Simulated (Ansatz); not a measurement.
# Where Al_Si puts its levels in the gap of SiC (P6_3mc), part 2 of 2

Charge states of Al_Si in SiC (P6_3mc), set against the band edges. Model: a cell of 108 host atoms with 1 Si taken out and 1 Al put in.

Ansatz; place-levels on r2SCAN runs: charge-transition levels and formation energies with image-charge correction and potential alignment at the atomic sites; PAW set soft_1.

So far: Set-up; The runs of each charge state; place-levels, r2SCAN.

### Step 3. place-levels, r2SCAN (continued)

Levels between the charges placed, in eV above the valence top:

```tsv
	gap (eV)	(+1/0)	(0/−1)
r2SCAN	2.37	-0.03	0.08
```

Corrections by state:

```tsv
charge	moment (μB)	image terms and alignment (eV)	band filling (eV)	ε used	over the lowest of its charge, as the program ranks them, band filling apart (eV)
+1	0.0	0.007	-0.159	principal values (10.43, 10.43, 10.95)	0.000
0	1.0	0.000	-	-	0.000
−1	0.0	0.181	-	principal values (10.43, 10.43, 10.95)	0.000
+1	2.0	0.018	-	principal values (10.43, 10.43, 10.95)	0.058
```

The charged structures listed were also run neutral, and place-levels reads from each pair, by the potential or the spins, how wide the charge is by which they differ; that can be the carrier of either run.

```tsv
charge	rms radius (Å)	spread where it is widest against the cell (Å)	wide from (Å)	reading
+1	6.5	2.89	1.39	wide
−1	5.0	2.62	1.39	wide
```

The neutral runs of these pairs need not share the spin of the lowest neutral state, and very wide values only mean spread over the cell.

From the program's caveats on the states, each cut to its opening words:

- charge +1: it parts from the run at its places by a charge that spreads by about 2.9 Å along one vector (1.4 Å or more is wide), by its potential at epsilon [7.09, 7.09, [...]
- charge +1: a band-filling correction moves a carrier to the host's band edge, which changes its energy by -0.159 eV
- charge +1: its alignment with the host at atomic sites is doubtful: the mean over the far sites moves by +0.0905 eV from their farther parts to their nearer, more than [...]
- charge +1: the host's ions (past the first shell or, of a walk that freed a part, those that it held) aren't shown at rest: they stand up to 0.025 Å off their sites, 0.25 [...]
- charge +1: its sublattices stand up to 0.0166 Å off the host's, which by the two runs' forces adds about +0.03 eV to its energy against the host's, and moves the band [...]
- charge 0 (1 μB): its moments are held at its close (magnetization.spin_locking), by a field of 0.029 eV a Bohr magneton, and its energy and levels are of the state that this [...]
- charge 0 (1 μB), +1 (2 μB): flagged: stability check not made
- charge −1: how wide its charge is, is not read beside other atoms or cores, and a band state would take no correction
- charge +1 (2 μB): it parts from the run at its places by a charge that spreads by about 5.3 Å along one vector (2.6 Å or more is wide), by its potential at epsilon [7.09, 7.09, [...]
- charge +1 (2 μB): its alignment with the host at atomic sites is doubtful: the mean over the far sites moves by +0.1029 eV from their farther parts to their nearer, more than [...]
- charge +1 (2 μB): the host's ions (past the first shell or, of a walk that freed a part, those that it held) aren't shown at rest: they stand up to 0.020 Å off their sites, 0.35 [...]
- charge +1 (2 μB): its moments are held at its close (magnetization.spin_locking), by a field of 0.067 eV a Bohr magneton, and its energy and levels are of the state that this [...]

The host's formation energy from the elements is -0.356 eV per atom; it sets how far the chemical potentials can move.

Limit set by the element alone; other compounds of these elements are not counted. Chemical potentials from the elements' reference states: C 0.00 eV, Si -0.71 eV, Al 0.00 eV. Formation energy by charge state (C-rich; gap 2.37 eV):

```tsv
charge	at valence top (eV)	at conduction bottom (eV)	correction included (eV)
+1	1.15	3.52	-0.15
0	1.12	1.12	0.00
−1	1.20	-1.17	0.18
```

```json
{"Fermi level (eV)": "0.00", "lowest formation energy (eV)": "1.12"}
{"Fermi level (eV)": "0.22", "lowest formation energy (eV)": "0.99"}
{"Fermi level (eV)": "0.43", "lowest formation energy (eV)": "0.77"}
{"Fermi level (eV)": "0.65", "lowest formation energy (eV)": "0.55"}
{"Fermi level (eV)": "0.86", "lowest formation energy (eV)": "0.34"}
{"Fermi level (eV)": "1.08", "lowest formation energy (eV)": "0.12"}
{"Fermi level (eV)": "1.29", "lowest formation energy (eV)": "-0.09"}
{"Fermi level (eV)": "1.51", "lowest formation energy (eV)": "-0.31"}
{"Fermi level (eV)": "1.72", "lowest formation energy (eV)": "-0.52"}
{"Fermi level (eV)": "1.94", "lowest formation energy (eV)": "-0.74"}
{"Fermi level (eV)": "2.15", "lowest formation energy (eV)": "-0.95"}
{"Fermi level (eV)": "2.37", "lowest formation energy (eV)": "-1.17"}
```

Limit set by the element alone; other compounds of these elements are not counted. Chemical potentials from the elements' reference states: Si 0.00 eV, C -0.71 eV, Al 0.00 eV. Formation energy by charge state (Si-rich; gap 2.37 eV):

```tsv
charge	at valence top (eV)	at conduction bottom (eV)	correction included (eV)
+1	1.87	4.23	-0.15
0	1.83	1.83	0.00
−1	1.91	-0.46	0.18
```

```json
{"Fermi level (eV)": "0.00", "lowest formation energy (eV)": "1.83"}
{"Fermi level (eV)": "0.22", "lowest formation energy (eV)": "1.70"}
{"Fermi level (eV)": "0.43", "lowest formation energy (eV)": "1.48"}
{"Fermi level (eV)": "0.65", "lowest formation energy (eV)": "1.27"}
{"Fermi level (eV)": "0.86", "lowest formation energy (eV)": "1.05"}
{"Fermi level (eV)": "1.08", "lowest formation energy (eV)": "0.84"}
{"Fermi level (eV)": "1.29", "lowest formation energy (eV)": "0.62"}
{"Fermi level (eV)": "1.51", "lowest formation energy (eV)": "0.41"}
{"Fermi level (eV)": "1.72", "lowest formation energy (eV)": "0.19"}
{"Fermi level (eV)": "1.94", "lowest formation energy (eV)": "-0.03"}
{"Fermi level (eV)": "2.15", "lowest formation energy (eV)": "-0.24"}
{"Fermi level (eV)": "2.37", "lowest formation energy (eV)": "-0.46"}
```

### Step 4. Effect of the sampling

The relaxations' own energies give the levels at their sampling, for comparison.

levels.relax_mesh.yaml

```yaml
host:
  run: host.relax.run
states: [qm1.relax.run, q0_M1.relax.run, qp1.relax.run, qp1_M2.relax.run]
chemical_potentials:
  Si:
    energy: -639.06578
    dataset: <sha256 of the dataset>
  Al:
    energy: -540.418346
    dataset: <sha256 of the dataset>
```

On the command line:

```bash
ansatz place-levels levels.relax_mesh.yaml -- --threads 4 --pin off --max-ram 15073MiB
```

The log of the run:

```text
(+1/0) 0.000 eV above the valence edge (-0.299 eV without the band-filling correction), 2.378 eV under the conduction edge
(0/-1) 0.010 eV above the valence edge, 2.368 eV under the conduction edge
formation energy of charge +1: +1.944 eV with the Fermi level at the valence edge
formation energy of charge 0: +1.944 eV with the Fermi level at the valence edge
formation energy of charge -1: +1.954 eV with the Fermi level at the valence edge
  edges by r2scan, gap 2.378 eV; the host is sampled to repeats of 16.00 Å
[... the lines on each state left out ...]
```

Wall time 0.19 s (4 threads of Arm Neoverse V1, shared host).

Levels between neighbouring charges, in eV above the valence top:

```tsv
	gap (eV)	(+1/0)	(0/−1)
one point at (¼, ¼, ¼)	2.38	0.00	0.01
a 2×2×2 shifted mesh	2.37	-0.03	0.08
```

Going from one point at (¼, ¼, ¼) to a 2×2×2 shifted mesh moves the levels that carry no band-filling term by up to 0.07 eV and formation energies against the elements by up to 0.11 eV; band-filling terms, which differ between samplings, are in these energies.

### Step 5. Results

- gap of the host: 2.37 eV (r2SCAN)
- level (plus 1/0): 0.03 eV below the valence top (-0.19 eV above the valence top without the band-filling term)
- level (0/minus 1): 0.08 eV above the valence top
- lowest of the charges placed, just above the valence top (0.02 eV): 0
- lowest of the charges placed, just below the conduction bottom (0.02 eV): −1
- lowest formation energy at mid-gap of the charges run, C-rich: 0.02 eV
- lowest formation energy at mid-gap of the charges run, Si-rich: 0.73 eV

What this shows: Of the charges placed (−1, 0 and +1), the lowest changes at 0.08 eV (0/−1) above the valence top, in a gap of 2.37 eV. (0/−1) lies nearer to a band edge than the share of the finite-size correction in it (0.18 eV), and that correction holds for a localised charge alone. (0/−1) lies 0.08 eV from a band edge, less than the doubt on such levels. Charges below −1 were not placed, so these runs say nothing of levels that involve them. States placed: +1 at 0 μB and 2 μB; 0 at 1 μB; −1 at 0 μB. Other spin states or structures, where not listed, weren't placed. The program finds carriers beyond a band edge of the host and adds a band-filling term at charge +1 (-0.16 eV); steps to such a charge show no bound level, and a defect level inside a band would be read the same way. Al is taken at its element; compounds, which aren't counted here, bound the chemical potentials and would shift these formation energies. Going from one point at (¼, ¼, ¼) to a 2×2×2 shifted mesh moves the levels that carry no band-filling term by up to 0.07 eV and formation energies against the elements by up to 0.11 eV; band-filling terms, which differ between samplings, are in these energies. The program doubts the alignment of potentials for at least one state, a sign that the cell is small. Keep in mind: r2SCAN makes the gap too small and tends to spread out bound carriers; force components of up to 0.39 eV/Å remain in a run at the final settings.

Comparison with the measured values:

```
                             quantity  measured           r2SCAN
band gap (least gap of the host) (eV)      3.03  2.37 (-0.66 eV)
```

Measured values from arxiv:1806.04908 (2018).

**Verdict.** The band gap is off by -0.66 eV: a clear miss. Local and semilocal functionals usually give gaps below the measured ones. Zero-point and thermal motion shift the measured gap.

[Logs are printed without paths, hosts, clocks, repeated set-up lines and the standing remarks that a program may print on its own settings, such as how far it seeks lower states.]

[Hosts, paths, dates, database ids (printed as entryN), source tags and the programs' standing remarks are cut or masked in the printed files.]

[Where a table of states has a column of steps, it counts the stored structures, which are thinned; the runs took as many ionic steps or more.]

[A defect's name tells the site on which it was built; relaxed atoms can leave that site.]

[For some hosts the program warned that the k-mesh of the response run may be too coarse for force constants and the static dielectric constant; such warnings are not shown here.]
